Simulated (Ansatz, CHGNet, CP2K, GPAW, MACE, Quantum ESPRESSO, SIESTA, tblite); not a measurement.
# GPAW on random packing of P38S62 (at. %) (64 atoms): settings against a plane-wave reference, part 2 of 2

How do the settings of GPAW change the result for random packing of P38S62 (at. %) (64 atoms)? A plane-wave run serves as the yardstick.

Program: GPAW 26.7.0; the method stands at each step. Banners, paths, timers and routine set-up lines are dropped from the logs unmarked, and long logs keep their key lines alone; longer cuts are marked.

So far. Step 3 (PBE, plane waves 550 eV): The run ends at a pressure of -8.75 GPa, with forces up to 3.2 eV/Å. Step 4 (PBE, LCAO szp(dzp), h 0.2 Å): Against the first run (13 %), the force difference from the reference is 34 %, at 0.84 times the CPU time, with 576 basis functions against 832: the smaller basis costs accuracy.

### 5. PBE, LCAO dzp, h 0.22 Å

Method: Kohn-Sham DFT, PBE, PAW, atomic orbitals (dzp).

run.py reads:

```python
import numpy as np
from ase.io import read
from gpaw import GPAW, FermiDirac

atoms = read("structure.xyz")
atoms.calc = GPAW(
    mode="lcao",
    basis="dzp",
    h=0.22,
    xc="PBE",
    kpts={"size": (1, 1, 1), "gamma": True},
    occupations=FermiDirac(0.05),
    maxiter=200,
    symmetry={"point_group": False},
    txt="gpaw.txt",
)
energy = atoms.get_potential_energy(force_consistent=True)
forces = atoms.get_forces()
print(f"energy {energy:.6f} eV")
print("forces (eV/A)")
for i, (a, f) in enumerate(zip(atoms, forces)):
    print(f"{i:4d} {a.symbol:2s} {f[0]:10.5f} {f[1]:10.5f} {f[2]:10.5f}")
print(f"Fermi level {atoms.calc.get_fermi_level():.4f} eV")
for k in range(len(atoms.calc.get_ibz_k_points())):
    for s in range(atoms.calc.get_number_of_spins()):
        e = atoms.calc.get_eigenvalues(kpt=k, spin=s)
        n = np.searchsorted(e, atoms.calc.get_fermi_level())
        print(f"k {k} spin {s} levels about the Fermi level:", np.round(e[max(n - 6, 0):n], 4).tolist(), "|", np.round(e[n:n + 6], 4).tolist())
```

structure.xyz reads:

```xyz
64
Lattice="11.72110 0.00000 0.00000 0.00000 11.72110 0.00000 0.00000 0.00000 11.72110" Properties=species:S:1:pos:R:3 pbc="T T T"
[... 64 atom lines left out: the same atoms as in the first run ...]
```

Launch:

```sh
> OMP_NUM_THREADS=1 python run.py > output.txt
```

What it wrote:

```text
energy -215.346830 eV
forces (eV/A)
   0 P    -0.17305   -0.57784    0.10154
   1 P    -0.04486   -0.70799   -0.51521
   2 P    -0.79232   -0.58877    0.49971
   3 P     0.25172   -0.11290    1.06560
   4 P     0.69898    0.39666   -0.42398
   5 P     0.66730    1.43468    0.00771
   6 P    -0.58399    0.65423    0.93237
   7 P    -0.23328    0.82642    1.30784
   8 P     0.57984    0.86693   -0.83681
   9 P    -0.99410    0.19452    0.47613
  10 P     0.14089   -1.20692    1.67588
  11 P     0.63978    1.27439    1.23431
[...]
59 S    -2.27764    1.14299   -0.28624
  60 S     0.06607    0.03991    1.04250
  61 S     0.73148   -1.44950   -0.83465
  62 S    -0.42081    0.02948    0.81519
  63 S    -0.22705    0.24530   -0.43090
Fermi level 3.0998 eV
k 0 spin 0 levels about the Fermi level: [2.9521, 2.9714, 2.9759, 3.0072, 3.0402, 3.0473] | [3.1068, 3.1634, 3.2222, 3.2493, 3.297, 3.3213]
```

gpaw.txt:

```text
Input parameters:
  mode=LCAO(),
  basis={'default': 'dzp'},
  h=0.22,
  kpts=MonkhorstPack(size=(1, 1, 1), gamma=True),
  maxiter=200,
  occupations=Occupations(name='fermi-dirac', width=0.05, fixmagmom=False),
  symmetry=Symmetry(point_group=False),
  xc=XC(name='PBE')
[... lines left out ...]
  Fermi-Dirac:
[... lines left out ...]
convergence criteria:
- Maximum [total energy] change in last 3 cyles: 0.0005 eV / valence electron
[... lines left out ...]
Converged in 23 steps
[... lines left out ...]
  Free energy:    -215.346830
[... lines left out ...]
Fermi level: 3.100
[... lines left out ...]
|          0 |       -12.694 |     2.000 |
|        ... |               |           |
|        172 |         2.838 |     1.989 |
|        173 |         2.878 |     1.977 |
[...]
|        187 |         3.401 |     0.005 |
|        ... |               |           |
|        219 |         4.879 |     0.000 |
Gap: 0.060 eV
Transition (v -> c):
  (s=0, k=0, n=179, [0.00, 0.00, 0.00]) -> (s=0, k=0, n=180, [0.00, 0.00, 0.00])
No difference between direct/indirect transitions
Force computation time: 4.967  # s
timing:  # [seconds]
  Total:  79.574  # ━━━━━━━━━━━━━━━━━━━━━━━━━━━━━━━━━━━━━━━━━━━━━━━━━━━━━━━━━
  Init:    5.005  # ━━━╸
  SCF:    69.579  # ━━━━━━━━━━━━━━━━━━━━━━━━━━━━━━━━━━━━━━━━━━━━━━━━━━
  Forces:  4.967  # ━━━╸
```

It took 81 s on 1 thread of Arm Neoverse V2, shared host; peak memory 0.85 GiB.

Compared with the plane-wave run:

* r.m.s. force component: 0.896 eV/Å
* r.m.s. difference of force components: 129.5 meV/Å
* longest difference of force vectors: 466.1 meV/Å
* force difference over r.m.s. force: 13.63 %
* slope of forces against the reference's: 0.9353
* correlation of force components: 0.9919
* energy less the same-level run's: 39.71 meV/atom
* r.m.s. force difference from the same-level run: 40.59 meV/Å

This is a coarse setting, run to see what it loses.

Against the first run (13 %), the force difference from the reference is 14 %, at 0.78 times the CPU time.

### 6. PBE, LCAO dzp, h 0.2 Å, other mixer settings

Method: Kohn-Sham DFT, PBE, PAW, atomic orbitals (dzp).

Edit run.py of step 5 so:

```diff
@@ -2,3 +2,3 @@
 from ase.io import read
-from gpaw import GPAW, FermiDirac
+from gpaw import GPAW, FermiDirac, Mixer
 
@@ -8,3 +8,3 @@
     basis="dzp",
-    h=0.22,
+    h=0.2,
     xc="PBE",
@@ -12,2 +12,3 @@
     occupations=FermiDirac(0.05),
+    mixer=Mixer(0.1, 5, 50),
     maxiter=200,
```

structure.xyz is that of step 5.

What it wrote:

```text
energy -217.888431 eV
forces (eV/A)
   0 P    -0.18581   -0.58966    0.10477
   1 P    -0.03610   -0.71125   -0.52638
   2 P    -0.79205   -0.59564    0.48643
   3 P     0.22767   -0.09943    1.06605
   4 P     0.69626    0.40442   -0.43535
   5 P     0.67342    1.41779   -0.00916
[...]
61 S     0.74712   -1.48337   -0.84754
  62 S    -0.43485    0.07104    0.81268
  63 S    -0.17451    0.22237   -0.46361
Fermi level 3.0994 eV
k 0 spin 0 levels about the Fermi level: [2.9516, 2.9708, 2.9756, 3.0068, 3.0399, 3.047] | [3.1065, 3.1632, 3.2217, 3.2489, 3.2967, 3.3208]
```

gpaw.txt:

```text
Input parameters:
  mode=LCAO(),
  basis={'default': 'dzp'},
  h=0.2,
  kpts=MonkhorstPack(size=(1, 1, 1), gamma=True),
  maxiter=200,
[... lines left out ...]
  occupations=Occupations(name='fermi-dirac', width=0.05, fixmagmom=False),
[... lines left out ...]
  Fermi-Dirac:
[... lines left out ...]
convergence criteria:
- Maximum [total energy] change in last 3 cyles: 0.0005 eV / valence electron
[... lines left out ...]
Converged in 34 steps
[... lines left out ...]
  Free energy:    -217.888431
[... lines left out ...]
Fermi level: 3.099
[... lines left out ...]
|        ... |               |           |
|        219 |         4.878 |     0.000 |
Gap: 0.059 eV
Transition (v -> c):
  (s=0, k=0, n=179, [0.00, 0.00, 0.00]) -> (s=0, k=0, n=180, [0.00, 0.00, 0.00])
No difference between direct/indirect transitions
Force computation time: 6.697  # s
timing:  # [seconds]
  Total:  144.725  # ━━━━━━━━━━━━━━━━━━━━━━━━━━━━━━━━━━━━━━━━━━━━━━━━━━━━━━━━
  Init:     6.021  # ━━╸
  SCF:    131.982  # ━━━━━━━━━━━━━━━━━━━━━━━━━━━━━━━━━━━━━━━━━━━━━━━━━━━
  Forces:   6.697  # ━━╸
```

Run time: 2.4 min. Hardware: 1 thread; peak memory 1.1 GiB.

Against the reference:

| Item | Value |
| --- | --- |
| r.m.s. force component | 0.8941 eV/Å |
| r.m.s. difference of force components | 128 meV/Å |
| longest difference of force vectors | 464.4 meV/Å |
| force difference over r.m.s. force | 13.47 % |
| slope of forces against the reference's | 0.9336 |
| correlation of force components | 0.9922 |
| energy less the same-level run's | 0.0001 meV/atom |
| r.m.s. force difference from the same-level run | 5.048 meV/Å |

Against the first run (13 %), the force difference from the reference is 13 %, at 1.4 times the CPU time (34 SCF steps against 23): another solver or mixer reaches the same state.

### 7. All runs compared

Differences are against the plane-wave reference, forces as r.m.s. over components; share is that over the reference's r.m.s. force, slope the least-squares factor from reference forces to these. Total energies of different programs have different zeros and aren't compared.

```tsv
run	Δ force, r.m.s. (meV/Å)	share (%)	slope	Δ pressure (GPa)	cores	CPU time	memory (GiB)
reference	-	-	-	-	4	16 min	3.8
GPAW PBE, LCAO dzp, h 0.2 Å	125	13.2	0.935	-	1	1.7 min	1.2
GPAW PBE, plane waves 550 eV	7.90	0.832	0.994	0.0138	2	6.7 min	1.5
GPAW PBE, LCAO szp(dzp), h 0.2 Å (coarse)	323	34.0	0.803	-	1	87 s	1.2
GPAW PBE, LCAO dzp, h 0.22 Å (coarse)	130	13.6	0.935	-	1	81 s	0.85
GPAW PBE, LCAO dzp, h 0.2 Å, other mixer settings	128	13.5	0.934	-	1	2.4 min	1.1
```

Rows marked coarse were listed beforehand as settings not expected to be converged; some can still land near the reference.

CPU time is summed over cores on a shared host, where runs went side by side, so it is rough. Symmetry, cutoffs, thresholds, outputs and thread counts weren't matched or tuned between programs; memory under MPI is the largest rank's times the ranks.

Within one program, basis, potentials and functional, energies share a zero. Each run against its twin at the usual cutoff or grid and solver:

```tsv
run	twin	Δ energy (meV/atom)	Δ force, r.m.s. (meV/Å)	CPU time over the twin's
GPAW PBE, LCAO dzp, h 0.22 Å	LCAO dzp, h 0.2 Å	39.7	40.6	0.78
GPAW PBE, LCAO dzp, h 0.2 Å, other mixer settings	LCAO dzp, h 0.2 Å	1.0e-4	5.05	1.4
```

### 8. Summary of results

| Item | Value |
| --- | --- |
| nearest in forces | GPAW PBE, plane waves 550 eV, 0.83 % |
| its CPU time | 6.7 min |

**Reading.** PBE on plane waves or a grid with other potentials, cutoffs or grids, coarse settings apart, differs from the reference by 0.83 % (GPAW PBE, plane waves 550 eV) of the r.m.s. force; this holds the reference's own error, so differences of a few per cent don't tell which side is nearer the exact PBE result. The PBE runs in local orbitals, coarse settings apart, differ by 13 % in each run; basis, grid and potentials can all enter. Runs with settings chosen to be coarse differ by 14 % (GPAW PBE, LCAO dzp, h 0.22 Å) to 34 % (GPAW PBE, LCAO szp(dzp), h 0.2 Å), their programs' other errors included. Of the electronic-structure runs that take under half the reference's CPU time, GPAW PBE, plane waves 550 eV comes nearest, at 0.83 % in 6.7 min against 16 min. The reference's pressure holds the uncorrected Pulay stress of its 45 Ry basis, so small pressure differences, and their order, may be the reference's own error. The reference's pressure of -8.8 GPa belongs to a cell and atoms that aren't relaxed at this level. The electronic-structure runs sample only Γ, in a cell whose shortest periodic width is 12 Å, which is coarse for a cell with partly filled levels.

[Also dropped from logs without a mark: logging warnings of Python, and SIESTA's first energy breakdown and zero terms.]

[Logs are printed without paths, hosts, clocks, repeated set-up lines and the standing remarks that a program may print on its own settings, such as how far it seeks lower states.]

[Hosts, paths, dates, database ids (printed as entryN), source tags and the programs' standing remarks are cut or masked in the printed files.]
